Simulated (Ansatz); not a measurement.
# Electron scattering at the Σ3 (112) boundary in fcc Ir, starting shift (0.5, 0)

Wanted: what the Σ3 (112) boundary in fcc Ir, starting shift (0.5, 0) costs an interconnect.

Method: Ansatz plane-wave DFT, PBE, PAW files; relaxation of a bicrystal slab with its lowest layers held; PAW set soft_1, in the first sound run; inputs show where later runs differ, in Ansatz 0.2.0.

**1. Set-up**

The cell holds 25 atoms: 25 Ir. Its edges and angles: a = 2.715 Å, b = 6.650 Å, c = 30.159 Å, α = 90.0°, β = 90.0°, γ = 90.0°. It derives from Ir. built on the (1 1 2) plane; 1 overlapping atoms removed and the grains opened by 0.35 Å. Vacuum lies along c.

**2. Relaxing the bicrystal**

The boundary is built by mirroring the lower grain in the boundary plane and removing any atoms that overlap. A thin bicrystal slab is relaxed first, with the lowest layers held and the upper grain free to shift and open.

,

File input.yaml:

```yaml
crystal:
  lattice:
    - [2.7148657757, 0.0, 0.0]
    - [0.0, 6.6500358706, 0.0]
    - [0.0, 0.0, 30.1591418368]
  atoms:
    - { symbol: Ir, position: [2.0e-10, 0.3333333333, 0.1657872106] }
    - { symbol: Ir, position: [0.5000000002, 1.0, 0.1917731703] }
    - { symbol: Ir, position: [1.0e-10, 0.6666666666, 0.2177591299] }
    - { symbol: Ir, position: [0.5000000001, 0.3333333333, 0.2437450896] }
    - { symbol: Ir, position: [1.0e-10, 1.0, 0.2697310493] }
    - { symbol: Ir, position: [0.5000000001, 0.6666666666, 0.2957170089] }
    - { symbol: Ir, position: [1.0e-10, 0.3333333333, 0.3217029686] }
    - { symbol: Ir, position: [0.5000000001, 1.0, 0.3476889283] }
    - { symbol: Ir, position: [0.0, 0.6666666667, 0.3736748879] }
    - { symbol: Ir, position: [0.5, 0.3333333333, 0.3996608476] }
    - { symbol: Ir, position: [0.0, 0.0, 0.4256468072] }
    - { symbol: Ir, position: [0.0, 0.3333333333, 0.4632378716] }
    - { symbol: Ir, position: [0.5, 0.6666666667, 0.4892238313] }
    - { symbol: Ir, position: [1.0e-10, 1.0, 0.515209791] }
    - { symbol: Ir, position: [0.5000000001, 0.3333333333, 0.5411957506] }
    - { symbol: Ir, position: [1.0e-10, 0.6666666666, 0.5671817103] }
    - { symbol: Ir, position: [0.5000000001, 1.0, 0.59316767] }
    - { symbol: Ir, position: [1.0e-10, 0.3333333333, 0.6191536296] }
    - { symbol: Ir, position: [0.5000000001, 0.6666666666, 0.6451395893] }
    - { symbol: Ir, position: [2.0e-10, 1.0, 0.6711255489] }
    - { symbol: Ir, position: [0.5000000002, 0.3333333333, 0.6971115086] }
    - { symbol: Ir, position: [2.0e-10, 0.6666666666, 0.7230974683] }
    - { symbol: Ir, position: [0.5000000002, 0.9999999999, 0.7490834279] }
    - { symbol: Ir, position: [2.0e-10, 0.3333333333, 0.7750693876] }
    - { symbol: Ir, position: [0.5000000003, 0.6666666666, 0.8010553472] }
kpoints:
  mp_grid: { grid: [9, 4, 1] }
hamiltonian:
  xc: pbe
  pseudopotentials: { kind: paw, azcp: { folder: soft_1 } }
scf:
  occupations: { method: fermi_dirac, width: 0.1 }
relax:
  f_tol: 0.03
  max_steps: 80
  constraints: [{ sites: [0, 1, 2, 3] }]
```

The run is started by

```sh
> ansatz run input.yaml --threads 4 --pin off --max-ram 15360MiB --backend cpu --events-out ev --progress --plain --runs-dir out
```

Numbers of over 12 decimals in the logs are rounded to 6 here.

Log:

```text
Engine: ansatz 0.2.0, aarch64-unknown-linux-gnu
Pseudopotentials: kind: paw
Pseudopotential: Ir, paw, valence charge 17, recommended cutoff 420 eV (normal), soft_1/Ir.paw.azcp
Functional definition: PBE
  parameter kappa = 0.804
  parameter beta = 0.066725
  exchange = pbe_x(kappa = kappa, mu = beta*pi^2/3)
  correlation = pbe_c(beta = beta)
Crystal: 25 atoms, lattice volume = 544.492 Å³
Basis set: ecut = 420 eV, 10711 PW (Γ), exchange–correlation on 40×90×432 points (8 copies of the dense FFT grid, shifted against one another)
Bands: 255, of which v1, the nominal top of the filled ones, is band 213 counted from 1 (212 counted from 0)
Symmetry: 2 space group operations
Space group: Pm (ITA 6), of the structure as read, at distance tolerance 8.2e-5 Å
k-points: 15 of 36 (time reversal used)
Non-local potential: Ir, projectors of the file, l = 0: 3, l = 1: 2, l = 2: 2, l = 3: 1
PAW form: soft (Blöchl's): semilocal exchange-correlation on the pseudo side does not see the compensation charge
PAW one-centre angular grid: Ir, 590 points (default); XC on 64 Gauss nodes
Initial density: superposition of atomic densities (neutral atoms: chi_scale 0, normalization atom)
Initial wavefunctions: pseudopotential atomic-orbital guess
Functional: x = pbe(κ = 0.804, μ = 0.219515), c = pbe(β = 0.066725)
iter 1 solved again at ethr=2.95e-3 eV; its pass at ethr=3.10e-3 eV (dr2=1.25e1 eV) is discarded
SCF iter   1: F=—  HF=-298414.245463 eV  |F-HF|=—  |Δ(HF+E_count)|=         —  Δρ=3.95e-2  dr2=1.26e1  ethr=2.95e-3  ⟨swp⟩=2.5  Hψ=19629  notcnv=0
preconditioner: auto → LDOS  [metal: Δε(μ)=0.022 eV  Ē_g=6.551 eV  σ=0.100 eV  W_gap=0.05  n_scr=154 (ndim 8)  ℏωp=23.9 eV  f_vac=0.296  D(μ)=27.26/eV (n_scr^D=264)  β→1.0]
SCF iter   2: F=—  HF=-298414.079356 eV  |F-HF|=—  |Δ(HF+E_count)|=   1.66e-1  Δρ=3.08e-2  dr2=7.75e0  ethr=2.95e-3  ⟨swp⟩=4.0  Hψ=10554  notcnv=0  defer=95
SCF iter   3: F=—  HF=-298411.751776 eV  |F-HF|=—  |Δ(HF+E_count)|=    2.33e0  Δρ=5.17e-3  dr2=3.97e-1  ethr=1.82e-3  ⟨swp⟩=3.3  Hψ=7938  notcnv=0  defer=137
SCF iter   4: F=—  HF=-298411.735701 eV  |F-HF|=—  |Δ(HF+E_count)|=   1.61e-2  Δρ=2.72e-3  dr2=5.23e-2  ethr=9.33e-5  ⟨swp⟩=2.3  Hψ=7603  notcnv=0  defer=141
SCF iter   5: F=—  HF=-298411.722416 eV  |F-HF|=—  |Δ(HF+E_count)|=   1.33e-2  Δρ=9.25e-4  dr2=1.08e-2  ethr=1.23e-5  ⟨swp⟩=3.4  Hψ=8082  notcnv=0  defer=141
SCF iter   6: F=—  HF=-298411.722806 eV  |F-HF|=—  |Δ(HF+E_count)|=   3.91e-4  Δρ=3.79e-4  dr2=1.79e-3  ethr=2.53e-6  ⟨swp⟩=2.6  Hψ=6454  notcnv=0  defer=141
SCF iter   7: F=—  HF=-298411.722725 eV  |F-HF|=—  |Δ(HF+E_count)|=   8.16e-5  Δρ=2.02e-4  dr2=6.01e-4  ethr=4.22e-7  ⟨swp⟩=3.1  Hψ=7043  notcnv=0  defer=141
SCF iter   8: F=—  HF=-298411.722676 eV  |F-HF|=—  |Δ(HF+E_count)|=   4.87e-5  Δρ=9.16e-5  dr2=9.55e-5  ethr=1.41e-7  ⟨swp⟩=2.3  Hψ=5370  notcnv=0  defer=141
SCF iter   9: F=-298411.722668 eV  HF=-298411.722675 eV  |F-HF|=7.16e-6  |Δ(HF+E_count)|=   8.81e-7  Δρ=2.74e-5  dr2=1.00e-5  ethr=5.29e-9  ⟨swp⟩=5.0  Hψ=13654  notcnv=0
SCF 1 converged in 9 iterations: F = -298411.722668 eV  dr2 = 1.00e-5
  greatest PAW one-centre occupation: 1.000 electrons in one spin orbital (limit 2), on the Ir atom at site 11 (counted from 0), in its partial waves of l = 0
relax step   1: F+E_penalty+E_count = -298411.72266803 eV  Δ(F+E_penalty+E_count) = +0.000e0 eV  max|allowed force component| = 7.574e0 eV/Å  Δτ_max = 0.0000 Å  (9 SCF iters, dr2 threshold 2.25e-5 eV, accepted)
Initial density: handed on by an earlier stage of this run
Initial wavefunctions: those handed on with the density
iter 1 solved again at ethr=1.35e-4 eV; its pass at ethr=3.10e-3 eV (dr2=5.76e-1 eV) is discarded
SCF iter   1: F=—  HF=-298413.007919 eV  |F-HF|=—  |Δ(HF+E_count)|=         —  Δρ=7.98e-3  dr2=6.21e-1  ethr=1.35e-4  ⟨swp⟩=1.9  Hψ=13852  notcnv=0  defer=131
preconditioner: auto → LDOS  [metal: Δε(μ)=0.001 eV  Ē_g=6.384 eV  σ=0.100 eV  W_gap=0.00  n_scr=154 (ndim 8)  ℏωp=23.9 eV  f_vac=0.299  D(μ)=28.17/eV (n_scr^D=284)  β→1.0]
SCF iter   2: F=—  HF=-298413.021366 eV  |F-HF|=—  |Δ(HF+E_count)|=   1.34e-2  Δρ=4.11e-3  dr2=2.10e-1  ethr=1.35e-4  ⟨swp⟩=2.7  Hψ=6574  notcnv=0  defer=131
SCF iter   3: F=—  HF=-298412.966143 eV  |F-HF|=—  |Δ(HF+E_count)|=   5.52e-2  Δρ=1.36e-3  dr2=2.47e-2  ethr=4.93e-5  ⟨swp⟩=2.8  Hψ=7347  notcnv=0  defer=131
SCF iter   4: F=—  HF=-298412.960896 eV  |F-HF|=—  |Δ(HF+E_count)|=   5.25e-3  Δρ=3.50e-4  dr2=1.52e-3  ethr=5.80e-6  ⟨swp⟩=2.5  Hψ=6453  notcnv=0  defer=133
SCF iter   5: F=—  HF=-298412.960752 eV  |F-HF|=—  |Δ(HF+E_count)|=   1.44e-4  Δρ=9.55e-5  dr2=1.09e-4  ethr=3.58e-7  ⟨swp⟩=2.4  Hψ=6241  notcnv=0  defer=133
SCF iter   6: F=-298412.960759 eV  HF=-298412.960763 eV  |F-HF|=4.08e-6  |Δ(HF+E_count)|=   1.07e-5  Δρ=3.71e-5  dr2=1.15e-5  ethr=2.35e-8  ⟨swp⟩=3.0  Hψ=14502  notcnv=0
SCF 2 converged in 6 iterations: F = -298412.960759 eV  dr2 = 1.15e-5
relax step   2: F+E_penalty+E_count = -298412.96075855 eV  Δ(F+E_penalty+E_count) = -1.238e0 eV  max|allowed force component| = 5.706e-1 eV/Å  Δτ_max = 0.1948 Å  (6 SCF iters, dr2 threshold 1.00e-4 eV, accepted)
iter 1 solved again at ethr=2.03e-4 eV; its pass at ethr=3.10e-3 eV (dr2=8.64e-1 eV) is discarded
SCF iter   1: F=—  HF=-298413.289637 eV  |F-HF|=—  |Δ(HF+E_count)|=         —  Δρ=1.50e-2  dr2=8.64e-1  ethr=2.03e-4  ⟨swp⟩=1.9  Hψ=15299  notcnv=0  defer=128
preconditioner: auto → LDOS  [metal: Δε(μ)=0.012 eV  Ē_g=6.359 eV  σ=0.100 eV  W_gap=0.03  n_scr=154 (ndim 8)  ℏωp=23.9 eV  f_vac=0.297  D(μ)=28.10/eV (n_scr^D=284)  β→1.0]
SCF iter   2: F=—  HF=-298413.283442 eV  |F-HF|=—  |Δ(HF+E_count)|=   6.19e-3  Δρ=3.77e-3  dr2=8.10e-2  ethr=2.03e-4  ⟨swp⟩=2.1  Hψ=6309  notcnv=0  defer=128
SCF iter   3: F=—  HF=-298413.260360 eV  |F-HF|=—  |Δ(HF+E_count)|=   2.31e-2  Δρ=1.51e-3  dr2=2.35e-2  ethr=1.91e-5  ⟨swp⟩=2.7  Hψ=7937  notcnv=0  defer=128
SCF iter   4: F=—  HF=-298413.254171 eV  |F-HF|=—  |Δ(HF+E_count)|=   6.19e-3  Δρ=4.71e-4  dr2=1.60e-3  ethr=5.53e-6  ⟨swp⟩=2.3  Hψ=6346  notcnv=0  defer=128
SCF iter   5: F=—  HF=-298413.254241 eV  |F-HF|=—  |Δ(HF+E_count)|=   6.97e-5  Δρ=1.01e-4  dr2=1.15e-4  ethr=3.77e-7  ⟨swp⟩=2.5  Hψ=7575  notcnv=0  defer=133
SCF iter   6: F=-298413.254230 eV  HF=-298413.254244 eV  |F-HF|=1.42e-5  |Δ(HF+E_count)|=   3.53e-6  Δρ=4.12e-5  dr2=1.95e-5  ethr=4.79e-9  ⟨swp⟩=3.5  Hψ=16234  notcnv=0
SCF 3 converged in 6 iterations: F = -298413.254230 eV  dr2 = 1.95e-5
  greatest PAW one-centre occupation: 1.000 electrons in one spin orbital (limit 2), on the Ir atom at site 9 (counted from 0), in its partial waves of l = 0
relax step   3: F+E_penalty+E_count = -298413.25422988 eV  Δ(F+E_penalty+E_count) = -2.935e-1 eV  max|allowed force component| = 4.612e-1 eV/Å  Δτ_max = 0.2000 Å  (6 SCF iters, dr2 threshold 2.03e-5 eV, accepted)
[... from here on, the SCF cycles and remarks between the steps are left out ...]
relax step   4: F+E_penalty+E_count = -298413.43132003 eV  Δ(F+E_penalty+E_count) = -1.771e-1 eV  max|allowed force component| = 3.477e-1 eV/Å  Δτ_max = 0.1907 Å  (7 SCF iters, dr2 threshold 1.33e-5 eV, accepted)
relax step   5: F+E_penalty+E_count = -298413.57909333 eV  Δ(F+E_penalty+E_count) = -1.478e-1 eV  max|allowed force component| = 2.118e-1 eV/Å  Δτ_max = 0.1950 Å  (6 SCF iters, dr2 threshold 6.87e-5 eV, accepted)
relax step   6: F+E_penalty+E_count = -298413.70514108 eV  Δ(F+E_penalty+E_count) = -1.260e-1 eV  max|allowed force component| = 1.163e-1 eV/Å  Δτ_max = 0.1957 Å  (6 SCF iters, dr2 threshold 1.66e-5 eV, accepted)
relax step   7: F+E_penalty+E_count = -298413.78666141 eV  Δ(F+E_penalty+E_count) = -8.152e-2 eV  max|allowed force component| = 1.548e-1 eV/Å  Δτ_max = 0.1968 Å  (7 SCF iters, dr2 threshold 4.08e-6 eV, accepted)
relax step   8: F+E_penalty+E_count = -298413.82273110 eV  Δ(F+E_penalty+E_count) = -3.607e-2 eV  max|allowed force component| = 1.829e-1 eV/Å  Δτ_max = 0.1940 Å  (7 SCF iters, dr2 threshold 7.23e-6 eV, accepted)
relax step   9: F+E_penalty+E_count = -298413.83433094 eV  Δ(F+E_penalty+E_count) = -1.160e-2 eV  max|allowed force component| = 8.852e-2 eV/Å  Δτ_max = 0.1257 Å  (6 SCF iters, dr2 threshold 3.34e-5 eV, accepted)
relax step  10: F+E_penalty+E_count = -298413.83567664 eV  Δ(F+E_penalty+E_count) = -1.346e-3 eV  max|allowed force component| = 1.831e-2 eV/Å  Δτ_max = 0.0199 Å  (5 SCF iters, dr2 threshold 1.84e-6 eV, accepted)
iter 1 solved again at ethr=3.68e-10 eV; its pass at ethr=3.10e-3 eV (dr2=1.56e-6 eV) is discarded
SCF iter   1: F=—  HF=-298413.835653 eV  |F-HF|=—  |Δ(HF+E_count)|=         —  Δρ=1.32e-5  dr2=1.57e-6  ethr=3.68e-10  ⟨swp⟩=1.9  Hψ=9038  notcnv=0  defer=134
preconditioner: auto → LDOS  [metal: Δε(μ)=0.005 eV  Ē_g=6.363 eV  σ=0.100 eV  W_gap=0.01  n_scr=154 (ndim 8)  ℏωp=23.9 eV  f_vac=0.298  D(μ)=27.11/eV (n_scr^D=256)  β→1.0]
SCF iter   2: F=—  HF=-298413.835678 eV  |F-HF|=—  |Δ(HF+E_count)|=   2.53e-5  Δρ=1.08e-5  dr2=1.46e-6  ethr=3.68e-10  ⟨swp⟩=2.0  Hψ=6739  notcnv=0  defer=134
SCF iter   3: F=—  HF=-298413.835678 eV  |F-HF|=—  |Δ(HF+E_count)|=   4.00e-7  Δρ=2.94e-6  dr2=1.28e-7  ethr=3.42e-10  ⟨swp⟩=3.1  Hψ=6857  notcnv=0  defer=134
SCF iter   4: F=-298413.835678 eV  HF=-298413.835678 eV  |F-HF|=5.82e-9  |Δ(HF+E_count)|=   2.56e-8  Δρ=9.90e-7  dr2=1.31e-8  ethr=2.35e-11  ⟨swp⟩=4.8  Hψ=13445  notcnv=0
SCF 11 converged in 4 iterations: F = -298413.835678 eV  dr2 = 1.31e-8
relax step  11: F+E_penalty+E_count = -298413.83567763 eV  Δ(F+E_penalty+E_count) = -9.926e-7 eV  max|allowed force component| = 1.865e-2 eV/Å  Δτ_max = 0.0000 Å  (4 SCF iters, accepted)
SCF converged after 4 iterations
Free energy (F): -298413.835678 eV
Harris-Foulkes:  -298413.835678 eV  (|F-HF|=5.82e-9)
Internal energy: -298412.936558 eV  (E = F + TS)
E sigma→0 (E₀):  -298413.386118 eV
Entropy (-TS):   -0.899119 eV (-35.965 meV/atom)
Fermi energy:    14.833857 eV
--- Per-component energies (eV) ---
  E_band       = -6613.383672
  E_kinetic    = 13481.927285
  E_local      = -528880.429724  (includes V_loc(G=0)·N_el)
  E_nonlocal   = 4749.589468
  E_hartree    = 258725.968459
  E_xc         = -5745.951388
  E_vxc        = -6403.318672  (∫ρ·V_xc dr)
  E_paw        = -231628.760267  (= ΣΔE_a)
  E_vpaw       = -7013.073122  (= ΣTr[D̂ρ^β])
  E_aug_tail   = 0.008744  (compensation charges beyond the density's cutoff)
  E_ewald      = 190884.710866
  E_smearing   = -0.899119  (= −TS)
  E_closure    = -0.000000  (closes the sum)
  Σ components = -298413.835678   (vs F -298413.835678, Δ=0.00e0)
--- Forces (eV/Å), atoms counted from 1 ---
  atom   1  Ir     0.00000000    -0.50477995     0.94462941
  atom   2  Ir     0.00000000     0.34167391     0.10914784
  atom   3  Ir    -0.00000000     0.13338205    -0.44328996
  atom   4  Ir    -0.00000000     0.03569316    -0.62226901
  atom   5  Ir    -0.00000000     0.00919527     0.00820360
  atom   6  Ir    -0.00000000     0.00079982    -0.00391635
  atom   7  Ir     0.00000000    -0.00207434    -0.00034229
  atom   8  Ir     0.00000000     0.00245182     0.01004134
  atom   9  Ir     0.00000000    -0.00367557     0.00448244
  atom  10  Ir     0.00000000    -0.01321551     0.00544138
  atom  11  Ir     0.00000000    -0.00681532    -0.00297503
  atom  12  Ir     0.00000000     0.00259113     0.01812815
  atom  13  Ir     0.00000000    -0.00488744    -0.00873299
  atom  14  Ir     0.00000000    -0.00313561    -0.00141222
  atom  15  Ir    -0.00000000     0.00863930     0.00140383
  atom  16  Ir    -0.00000000     0.00633288    -0.00809413
  atom  17  Ir    -0.00000000     0.01227741     0.00230587
  atom  18  Ir     0.00000000     0.01368700    -0.00454127
  atom  19  Ir    -0.00000000     0.00059152    -0.01001376
  atom  20  Ir    -0.00000000    -0.01382016    -0.00105047
  atom  21  Ir    -0.00000000    -0.00694613    -0.01608234
  atom  22  Ir    -0.00000000    -0.00383525    -0.00125422
  atom  23  Ir     0.00000000    -0.00853517     0.00624786
  atom  24  Ir    -0.00000000     0.00098834    -0.00473664
  atom  25  Ir     0.00000000     0.00338491     0.01864619
  max |Σ_I F_I| component: 3.28e-5 eV/Å
--- Relaxed structure (11 steps of the walk, 11 accepted, 0 SCFs on fresh bases) ---
  F+E_penalty+E_count = -298413.83567763 eV   max|allowed force component| = 1.865e-2 eV/Å
  atoms:
    - { symbol: Ir, position: [0.0, 0.333333, 0.165787] }
    - { symbol: Ir, position: [0.500000, 1.000000, 0.1917731703] }
    - { symbol: Ir, position: [0.0, 0.666667, 0.217759] }
    - { symbol: Ir, position: [0.500000, 0.333333, 0.243745] }
    - { symbol: Ir, position: [-1.5326572793712491e-19, 0.995774, 0.269607] }
    - { symbol: Ir, position: [0.500000, 0.665222, 0.296475] }
    - { symbol: Ir, position: [-9.285318864490819e-19, 0.333565, 0.320950] }
    - { symbol: Ir, position: [0.500000, 0.998356, 0.348755] }
    - { symbol: Ir, position: [3.0687698366040644e-18, 0.666220, 0.376163] }
    - { symbol: Ir, position: [0.500000, 0.329971, 0.399049] }
    - { symbol: Ir, position: [8.841159339124295e-19, 0.0029937, 0.426364] }
    - { symbol: Ir, position: [-3.677226121992395e-19, 0.504328, 0.462940] }
    - { symbol: Ir, position: [0.500000, 0.831720, 0.490670] }
    - { symbol: Ir, position: [-2.1915030784671984e-18, 1.167079, 0.513433] }
    - { symbol: Ir, position: [0.500000, 0.498713, 0.540391] }
    - { symbol: Ir, position: [1.4597811683343007e-18, 0.833600, 0.568365] }
    - { symbol: Ir, position: [0.500000, 1.167322, 0.593445] }
    - { symbol: Ir, position: [1.4112093512864546e-18, 0.500555, 0.620298] }
    - { symbol: Ir, position: [0.500000, 0.834514, 0.646774] }
    - { symbol: Ir, position: [1.8823094655875157e-18, 1.167717, 0.672652] }
    - { symbol: Ir, position: [0.500000, 0.499046, 0.698026] }
    - { symbol: Ir, position: [1.9198242908170877e-18, 0.838392, 0.724654] }
    - { symbol: Ir, position: [0.500000, 1.169749, 0.753344] }
    - { symbol: Ir, position: [3.943176299057197e-19, 0.500985, 0.775389] }
    - { symbol: Ir, position: [0.500000, 0.823945, 0.799605] }
```

The job ended after 21 min (4 threads of Arm Neoverse N1, shared host; peak memory 3.3 GiB).

The steps of the relaxation:

```csv
step,energy less that of the first step (eV),largest force component (eV/Å)
1,0.0000,7.5738
2,-1.2381,0.5706
3,-1.5316,0.4612
4,-1.7087,0.3477
5,-1.8564,0.2118
6,-1.9825,0.1163
7,-2.0640,0.1548
8,-2.1001,0.1829
9,-2.1117,0.0885
10,-2.1130,0.0183
11,-2.1130,0.0186
```

Forces are held to the 2 operations that the run works with; a distortion that breaks them can't arise in this run.

The atoms that moved most (Å):

```csv
atom,dx,dy,dz,length
Ir22,0.000,1.142,0.047,1.143
Ir12,0.000,1.137,-0.009,1.137
Ir23,0.000,1.129,0.129,1.136
Ir19,0.000,1.116,0.049,1.117
Ir20,0.000,1.115,0.046,1.116
Ir24,0.000,1.115,0.010,1.115
Ir17,0.000,1.113,0.008,1.113
Ir18,0.000,1.112,0.035,1.113
```

This step gave:

```yaml
free_energy: -298413.8357 eV
energy_at_zero_smearing: -298413.3861 eV
fermi_energy: 14.83 eV
```

The largest force component on a free atom ends at 0.019 eV/Å, under the tolerance of 0.03, after 11 steps.

(Part 1 of 3 ends here.)

[Logs are printed without paths, hosts, clocks, repeated set-up lines and the standing remarks that a program may print on its own settings, such as how far it seeks lower states.]

[Hosts, paths, dates, database ids (printed as entryN), source tags and the programs' standing remarks are cut or masked in the printed files.]
